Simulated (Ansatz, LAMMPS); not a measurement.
## Convergence of a linear-scaling basis for glassy 62SiO2-21K2O-18CaO (mol %) (110 atoms)

Wanted: errors and times of a linear-scaling basis for glassy 62SiO2-21K2O-18CaO (mol %) (110 atoms). A setting counts as converged where the r.m.s. difference of forces stays under 1 % of the r.m.s. force.

Method: Kohn-Sham DFT, PBE, PAW (set soft_2), plane waves, in Ansatz 0.2.0.

The raw output is cut from this account; settings, times and results stay.

### Step 1. Starting point

The cell holds 110 atoms: 24 Si, 16 K, 7 Ca and 63 O. Cell: a = 11.937 Å, b = 11.937 Å, c = 11.937 Å, α = 90.0°, β = 90.0°, γ = 90.0°. 110 atoms (24 Si, 16 K, 7 Ca, 63 O) placed at random at 2.52 g/cm³, melted at 4000 K for 10 ps at fixed volume with the Morse and Coulomb pair potential with partial charges (Pedone, Malavasi, Menziani, Cormack and Segre, J. Phys. Chem. B 110, 11780 (2006)). Quenched from 4000 K to 300 K at 10 K/ps and fixed volume, held 10 ps at zero pressure.

Limits known from the start: The quench rate of 10 K/ps is orders of magnitude faster than experiment, which tends to freeze in extra defects. The starting topology of bonds comes from the classical model, and needn't be the one that DFT or experiment would give. Sampling is at Γ alone, for a cell whose shortest periodic width is 12 Å.

### Step 2. How the cell was made

A classical potential makes the cell, at a small fraction of what the same run would cost in DFT.

This step: classical MD, Morse and Coulomb pair potential with partial charges (Pedone, Malavasi, Menziani, Cormack and Segre, J. Phys. Chem. B 110, 11780 (2006)) (LAMMPS 22 Jul 2025 - Update 4).

The input, in.lmp:

```
# melt-quench of Si24K16Ca7O63
units metal
atom_style charge
boundary p p p
region box block 0 11.9538 0 11.9538 0 11.9538
create_box 4 box
mass 1 28.0850   # Si
mass 2 39.0983   # K
mass 3 40.0780   # Ca
mass 4 15.9990   # O
create_atoms 1 random 24 104923 NULL overlap 1.5 maxtry 2000
create_atoms 2 random 16 104930 NULL overlap 1.5 maxtry 2000
create_atoms 3 random 7 104937 NULL overlap 1.5 maxtry 2000
create_atoms 4 random 63 104944 NULL overlap 1.5 maxtry 2000
pair_style hybrid/overlay pedone 5.5 coul/long 8.0
pair_coeff * * coul/long
pair_coeff 1 4 pedone 0.340554 2.006700 2.100000 1   # Si-O
pair_coeff 2 4 pedone 0.011612 2.062605 3.305308 5   # K-O
pair_coeff 3 4 pedone 0.030211 2.241334 2.923245 5   # Ca-O
pair_coeff 4 4 pedone 0.042395 1.379316 3.618701 22   # O-O
set type 1 charge 2.4
set type 2 charge 0.6
set type 3 charge 1.2
set type 4 charge -1.2
kspace_style pppm 1.0e-4
neigh_modify delay 0 every 1 check yes
thermo_style custom step time temp pe press density
thermo_modify norm yes
timestep 0.002
thermo 100
min_style cg
minimize 1e-4 1e-4 200 2000
reset_timestep 0
velocity all create 4000 104924 mom yes dist gaussian
# [... 11 lines left out ...]
fix md all nvt temp 4000 300 0.2
run 185000 post no
unfix md
thermo 1666
fix md all npt temp 300 300 0.2 iso 0 0 2
run 5000 post no
unfix md
write_dump all custom glass.dump id type xs ys zs modify sort id
```

Started as:

```console
$ lmp -in in.lmp -log none -nocite
```

Elapsed: 75 s, on 1 thread of Arm Neoverse V2, shared host; peak memory 0.069 GiB.

### Step 3. Plane-wave single point

The first run fixes the reference, at a cutoff of 420 eV.

The input, input.yaml:

```yaml
crystal:
  lattice:
    - [11.93683, 0.0, 0.0]
    - [0.0, 11.93683, 0.0]
    - [0.0, 0.0, 11.93683]
  atoms:
    - { symbol: Si, position: [0.00422, 0.32389, 0.1486] }
    - { symbol: Si, position: [0.46292, 0.22917, 0.80862] }
    - { symbol: Si, position: [0.60287, 0.47264, 0.49441] }
    - { symbol: Si, position: [0.03727, 0.87986, 0.66602] }
    - { symbol: Si, position: [0.6389, 0.58817, 0.09498] }
    - { symbol: Si, position: [0.99442, 0.48838, 0.50313] }
    - { symbol: Si, position: [0.45542, 0.90709, 0.60994] }
    - { symbol: Si, position: [0.24009, 0.4266, 0.12206] }
    - { symbol: Si, position: [0.53977, 0.07241, 0.00651] }
    - { symbol: Si, position: [0.72394, 0.00208, 0.17919] }
    - { symbol: Si, position: [0.59981, 0.43608, 0.7614] }
    - { symbol: Si, position: [0.3032, 0.79721, 0.41975] }
    - { symbol: Si, position: [0.43022, 0.30927, 0.39917] }
    - { symbol: Si, position: [0.80547, 0.29907, 0.85444] }
    - { symbol: Si, position: [0.99106, 0.44843, 0.75071] }
    - { symbol: Si, position: [0.07979, 0.91626, 0.41418] }
    - { symbol: Si, position: [0.43898, 0.26506, 0.13648] }
    - { symbol: Si, position: [0.9039, 0.7177, 0.37304] }
    - { symbol: Si, position: [0.97163, 0.08569, 0.233] }
    - { symbol: Si, position: [0.82832, 0.76433, 0.12489] }
    - { symbol: Si, position: [0.54776, 0.14018, 0.56533] }
    - { symbol: Si, position: [0.17824, 0.65413, 0.60271] }
    - { symbol: Si, position: [0.17969, 0.03971, 0.11744] }
    - { symbol: Si, position: [0.69317, 0.33694, 0.08851] }
    - { symbol: K, position: [0.56222, 0.7633, 0.87666] }
    - { symbol: K, position: [0.43268, 0.80241, 0.11061] }
    - { symbol: K, position: [0.27205, 0.40113, 0.63066] }
    - { symbol: K, position: [0.99226, 0.07431, 0.92091] }
    - { symbol: K, position: [0.36542, 0.54756, 0.88013] }
    - { symbol: K, position: [0.41545, 0.03093, 0.31476] }
    - { symbol: K, position: [0.83506, 0.69004, 0.85257] }
    - { symbol: K, position: [0.14655, 0.7712, 0.91703] }
    - { symbol: K, position: [0.18608, 0.69996, 0.19326] }
    - { symbol: K, position: [0.83583, 0.25541, 0.59355] }
    - { symbol: K, position: [0.78662, 0.65372, 0.63798] }
    - { symbol: K, position: [0.61499, 0.77988, 0.3634] }
    - { symbol: K, position: [0.4849, 0.6511, 0.64714] }
    - { symbol: K, position: [0.73472, 0.98971, 0.79411] }
    - { symbol: K, position: [0.19402, 0.13826, 0.62522] }
    - { symbol: K, position: [0.99104, 0.55321, 0.00102] }
    - { symbol: Ca, position: [0.18101, 0.27973, 0.91303] }
    - { symbol: Ca, position: [0.79113, 0.47847, 0.29007] }
    - { symbol: Ca, position: [0.14544, 0.2538, 0.35737] }
    - { symbol: Ca, position: [0.76384, 0.92249, 0.56015] }
    - { symbol: Ca, position: [0.28949, 0.0047, 0.85135] }
    - { symbol: Ca, position: [0.7051, 0.18642, 0.36177] }
    - { symbol: Ca, position: [0.44016, 0.57205, 0.29515] }
    - { symbol: O, position: [0.42739, 0.2851, 0.2716] }
    - { symbol: O, position: [0.58296, 0.86246, 0.63344] }
    - { symbol: O, position: [0.66025, 0.05115, 0.0652] }
    - { symbol: O, position: [0.61177, 0.59764, 0.48253] }
    - { symbol: O, position: [0.91004, 0.85734, 0.68919] }
    - { symbol: O, position: [0.51858, 0.21991, 0.46121] }
    - { symbol: O, position: [0.61436, 0.56038, 0.79787] }
    - { symbol: O, position: [0.01627, 0.80199, 0.37134] }
    - { symbol: O, position: [0.10376, 0.94901, 0.76095] }
    - { symbol: O, position: [0.67498, 0.09988, 0.54471] }
    - { symbol: O, position: [0.93542, 0.43386, 0.16748] }
    - { symbol: O, position: [0.69803, 0.35073, 0.78064] }
    - { symbol: O, position: [0.63092, 0.58677, 0.22539] }
    - { symbol: O, position: [0.73266, 0.69504, 0.05982] }
    - { symbol: O, position: [0.85799, 0.70159, 0.24383] }
    - { symbol: O, position: [0.30873, 0.2918, 0.4514] }
    - { symbol: O, position: [0.51568, 0.19177, 0.68151] }
    - { symbol: O, position: [0.6295, 0.01468, 0.27495] }
    - { symbol: O, position: [0.26716, 0.61663, 0.68936] }
    - { symbol: O, position: [0.98752, 0.21776, 0.23506] }
    - { symbol: O, position: [0.93499, 0.45849, 0.62262] }
    - { symbol: O, position: [0.89851, 0.38632, 0.83536] }
    - { symbol: O, position: [0.73188, 0.30222, 0.2018] }
    - { symbol: O, position: [0.49251, 0.36358, 0.81889] }
    - { symbol: O, position: [0.99425, 0.57432, 0.78891] }
    - { symbol: O, position: [0.52796, 0.15652, 0.90173] }
    - { symbol: O, position: [0.93057, 0.59153, 0.42735] }
    - { symbol: O, position: [0.30082, 0.50921, 0.20571] }
    - { symbol: O, position: [0.39491, 0.83637, 0.51426] }
    - { symbol: O, position: [0.19551, 0.48145, 0.0109] }
    - { symbol: O, position: [0.19907, 0.09665, 0.99676] }
    [... 26 atom lines left out ...]
    - { symbol: O, position: [0.0995, 0.36826, 0.75447] }
    - { symbol: O, position: [0.01503, 0.27676, 0.03074] }
    - { symbol: O, position: [0.70481, 0.3954, 0.45493] }
    - { symbol: O, position: [0.33576, 0.32639, 0.08545] }
    - { symbol: O, position: [0.46336, 0.13814, 0.10398] }
    - { symbol: O, position: [0.04137, 0.03792, 0.13029] }
kpoints:
  mp_grid: { grid: [1, 1, 1] }
hamiltonian:
  xc: pbe
scf:
  occupations: { method: fixed }
output:
  forces: true
  stress: true
  populations: true
  dos:
    method: { smearing: { sigma: 0.15 } }
    de: 0.1
    projected: { site_lists: { Ca: [Ca], K: [K], O: [O], Si: [Si] } }
  eigenvalues: true
  write_density: true
  write_potential: true
  volumetric_format: npy
  elf: true
```

Started as:

```console
$ ansatz run input.yaml --threads 8 --pin off --max-ram 15872MiB --backend cpu --events-out ev --progress --plain --runs-dir out
```

Elapsed: 19 s, on 8 threads of Arm Neoverse V2, shared host; peak memory 2.4 GiB.

Numbers from this run:

- free energy: -88448.3286 eV
- free energy per atom: -804.0757 eV/atom
- SCF cycles: 9
- pressure: 5.086 GPa
- r.m.s. force component: 1.359 eV/Å
- longest force: 7.008 eV/Å
- Fermi energy: 5.143 eV
- gap (highest filled to lowest empty level): 1.841 eV
- spilling of the projection: 0.0121

The r.m.s. force component of 1.4 eV/Å and the pressure of 5.1 GPa set the scale for the differences below.

### Step 4. Support functions low

The cell is solved in localised support functions.

This step: Kohn-Sham DFT, PBE, PAW (set soft_2), localised support functions (low) (Ansatz 0.2.0).

input.yaml, the sections that differ from step 3:

```yaml
scf:
  occupations: { method: fixed }
  eigensolver: { kind: { support_functions: { accuracy: low } } }
  max_iter: 150
output:
  forces: true
  eigenvalues: true
# crystal, kpoints, hamiltonian: as in step 3
```

Elapsed: 84 s, on 8 threads; peak memory 5.1 GiB.

The program notes that the band table was not solved further than the SCF left it and it switched symmetry off.

Keys that differ from the reference: support_functions.accuracy = "low" and scf.max_iter = 150.

Forces differ from the reference by 0.61 meV/Å r.m.s., 0.045 % of their size, well within a tolerance of 1 %; the energy by -4.4 meV/atom. It took roughly 4.3 times the reference's time (one timing each, with unlike analyses asked), in 13 cycles against 9.

### Step 5. Support functions medium

With localised support functions most steps grow linearly with size, though the diagonalisation grows faster unless the density matrix is cut; this run measures error and cost at this size. Besides, the program derives a nominal cutoff of 464 eV for this run, against the reference's 420.

This step: Kohn-Sham DFT, PBE, PAW (set soft_2), localised support functions (medium) (Ansatz 0.2.0).

input.yaml, the sections that differ from step 4:

```yaml
scf:
  occupations: { method: fixed }
  eigensolver: { kind: { support_functions: { accuracy: medium } } }
  max_iter: 150
# crystal, kpoints, hamiltonian, output: as in step 4
```

It took 92 s on 8 threads; peak memory 5.1 GiB.

Keys that differ from the reference: support_functions.accuracy = "medium" and scf.max_iter = 150.

Forces differ from the reference by 0.56 meV/Å r.m.s., 0.041 % of their size, well within a tolerance of 1 %; the energy by -4.4 meV/atom. It took roughly 4.8 times the reference's time (one timing each, with unlike analyses asked), in 14 cycles against 9.

### Step 6. Support functions medium, radius 3.19 Å

The radius confines each support function; a larger one gives more freedom and more work per atom.

input.yaml, the sections that differ from step 5:

```yaml
scf:
  occupations: { method: fixed }
  eigensolver: { kind: { support_functions: { accuracy: medium, radius: 3.19 } } }
  max_iter: 150
# crystal, kpoints, hamiltonian, output: as in step 5
```

Elapsed: 3.7 s, on 8 threads; peak memory 0.39 GiB; 17 s of CPU time.

The program refuses radii under 3.57 Å for these atoms at this level.

### Step 7. Support functions medium, radius 3.64 Å

The radius confines each support function; a larger one gives more freedom and more work per atom. Besides, the program derives a nominal cutoff of 464 eV for this run, against the reference's 420.

input.yaml, the sections that differ from step 6:

```yaml
scf:
  occupations: { method: fixed }
  eigensolver: { kind: { support_functions: { accuracy: medium, radius: 3.64 } } }
  max_iter: 150
# crystal, kpoints, hamiltonian, output: as in step 6
```

It took 85 s on 8 threads; peak memory 4.9 GiB; 11 min of CPU time.

Keys that differ from the reference: support_functions.accuracy = "medium", support_functions.radius = 3.64 and scf.max_iter = 150.

Forces differ from the reference by 0.63 meV/Å r.m.s., 0.046 % of their size, well within a tolerance of 1 %; the energy by -4.4 meV/atom. It took roughly 4.4 times the reference's time (one timing each, with unlike analyses asked), in 14 cycles against 9.

### Step 8. Support functions medium, radius 3.91 Å

input.yaml, the sections that differ from step 7:

```yaml
scf:
  occupations: { method: fixed }
  eigensolver: { kind: { support_functions: { accuracy: medium, radius: 3.91 } } }
  max_iter: 150
# crystal, kpoints, hamiltonian, output: as in step 7
```

Elapsed: 1.7 min, on 8 threads; peak memory 5.4 GiB; 13 min of CPU time.

Keys that differ from the reference: support_functions.accuracy = "medium", support_functions.radius = 3.91 and scf.max_iter = 150.

Forces differ from the reference by 0.52 meV/Å r.m.s., 0.038 % of their size, well within a tolerance of 1 %; the energy by -4.4 meV/atom. It took roughly 5.4 times the reference's time (one timing each, with unlike analyses asked), in 14 cycles against 9.

### Step 9. Changed: scf.occupations.method = "cold" and scf.occupations.width = 0.1

Changed here: scf.occupations.method = "cold" and scf.occupations.width = 0.1.

This step: Kohn-Sham DFT, PBE, PAW (set soft_2), plane waves (Ansatz 0.2.0).

input.yaml, the sections that differ from step 8:

```yaml
scf:
  occupations: { method: cold, width: 0.1 }
output:
  forces: true
  stress: true
  populations: true
  dos:
    method: { smearing: { sigma: 0.1 } }
    de: 0.1
    projected: { site_lists: { Ca: [Ca], K: [K], O: [O], Si: [Si] } }
  eigenvalues: true
# crystal, kpoints, hamiltonian: as in step 8
```

It took 18 s on 8 threads; peak memory 2.4 GiB.

Forces differ from the reference by 0.004 meV/Å r.m.s., 3.0e-4 % of their size, well within a tolerance of 1 %.

### Step 10. The ladder side by side

Each row is set against the plane-wave reference (Kohn-Sham DFT, PBE, PAW (set soft_2), plane waves; r.m.s. force component 1.36 eV/Å). Energies are set beside the reference only for runs with its functional, potentials and electron count. Times are for 8 threads of Arm Neoverse V2, shared host. The reference's time includes the DOS, ELF, the stress and grids, which some other runs skip.

```tsv
run	Δ force, r.m.s. (meV/Å)	share of r.m.s. force (%)	Δ energy (meV/atom)	Δ pressure (GPa)	Δ gap (eV)	cycles	time	host memory (GiB)
reference	-	-	-	-	-	9	19 s	2.4
support functions low	0.608	0.0448	-4.41	-	-0.0012	13	84 s	5.1
support functions medium	0.563	0.0414	-4.41	-	-7.0e-4	14	92 s	5.1
support functions medium, radius 3.64 Å	0.627	0.0461	-4.41	-	-9.0e-4	14	85 s	4.9
support functions medium, radius 3.91 Å	0.521	0.0383	-4.41	-	-4.0e-4	14	1.7 min	5.4
scf.occupations.method = "cold" and scf.occupations.width = 0.1	0.004	3.0e-4	0	0	0	9	18 s	2.4
```

### Step 11. What the reference run shows

With the settings judged, the reference run is read for its physics.

Length of the force by element and coordination:

```tsv
element	coordination	atoms	mean length of the force (eV/Å)	spread	least	most
Ca	all	7	1.27	0.394	0.649	1.89
K	all	16	0.719	0.366	0.232	1.64
O	all	63	2.27	1.19	0.574	7.01
Si	all	24	2.50	1.03	0.497	5.38
```

Löwdin charges by element and coordination (they lack the spilled electrons, 0.076 e an atom on average):

```tsv
element	coordination	atoms	mean charge (e)	spread	least	most
Ca	all	7	1.77	0.0121	1.75	1.79
K	all	16	0.850	0.0095	0.833	0.864
O	all	63	-0.917	0.0957	-1.08	-0.794
Si	all	24	1.67	0.0445	1.60	1.76
```

Density of states as counts of states in windows of 1 eV (from the Fermi level), total and the larger projections:

```tsv
from (eV)	to (eV)	total	O p	Si p
-10	-9	11.0	7.5	0.9
-9	-8	15.4	11.0	2.0
-8	-7	22.5	17.0	4.1
-7	-6	11.6	9.0	1.9
-6	-5	41.3	33.5	3.7
-5	-4	62.0	53.2	3.7
-4	-3	70.6	64.0	2.5
-3	-2	67.7	63.1	1.6
-2	-1	52.7	49.9	0.9
-1	0	13.4	12.8	0.2
0	1	0.7	0.7	0.0
1	2	1.9	0.1	0.0
2	3	5.5	0.4	0.1
3	4	16.0	0.6	0.5
4	5	33.8	1.3	2.0
```

With fixed occupations the program's Fermi level is the highest filled level; weight inside the gap is the broadening of levels at its edges.

Between -26 and -10 eV lie 273 more states.

The levels nearest the highest filled one (over half full), pooled over k-points and spins:

```tsv
level less the highest filled one (eV)	occupation
-0.872	2
-0.765	2
-0.702	2
-0.413	2
-0.325	2
0	2
1.84	0
2.42	0
2.73	0
2.99	0
3.20	0
3.48	0
```

ELF in the bc plane at fractional x = 0.186, with atoms of Si and K and Ca and O within 0.2 Å of it. It is the smooth field of the valence electrons, not physical close to the nuclei.

Ten even steps from '0' (0.00) to '9' (0.87), each cell a mean:
```
5887983279861389999730037998610001
2588851699994037775310159999950000
0013311799994001110000058999830000
0000000267641000000000014787400100
1000000000014542000000000010013542
4100000000256652000233210000025776
4103553000233210001466521010003566
0059999610001110001478632333101232
0389889930013552001233213554200000
0389999830013541023321212332100000
0048997400000100157641355310000000
0001321000000000256422699741001000
0000000000000000022103899851156642
2000001343100000000003788621588986
2000004899720000000001344202688896
0001104999840000000000000001589974
0146631477411100000000122100134420
1589985111257630011004899740000000
2688898302799862112017998982012321
2489987202799984221018988982157775
2125642001478852221005999950389998
2123310000123335664100355300489998
2699863000001479888620000000257764
4886895101101588589851001332002321
```
Columns run along b (11.9 Å), rows up along c (11.9 Å). Atoms in or near the plane, at fractional coordinates: Si at (0.65, 0.60), Si at (0.04, 0.12), K at (0.70, 0.19), K at (0.14, 0.63), Ca at (0.28, 0.91), O at (0.48, 0.01), O at (0.10, 0.00).

(Part 1 of 2 ends here.)

[Long decimals in the printed logs are rounded to 6 places.]

[Logs are printed without paths, hosts, clocks, repeated set-up lines and the standing remarks that a program may print on its own settings, such as how far it seeks lower states.]

[Hosts, paths, dates, database ids (printed as entryN), source tags and the programs' standing remarks are cut or masked in the printed files.]
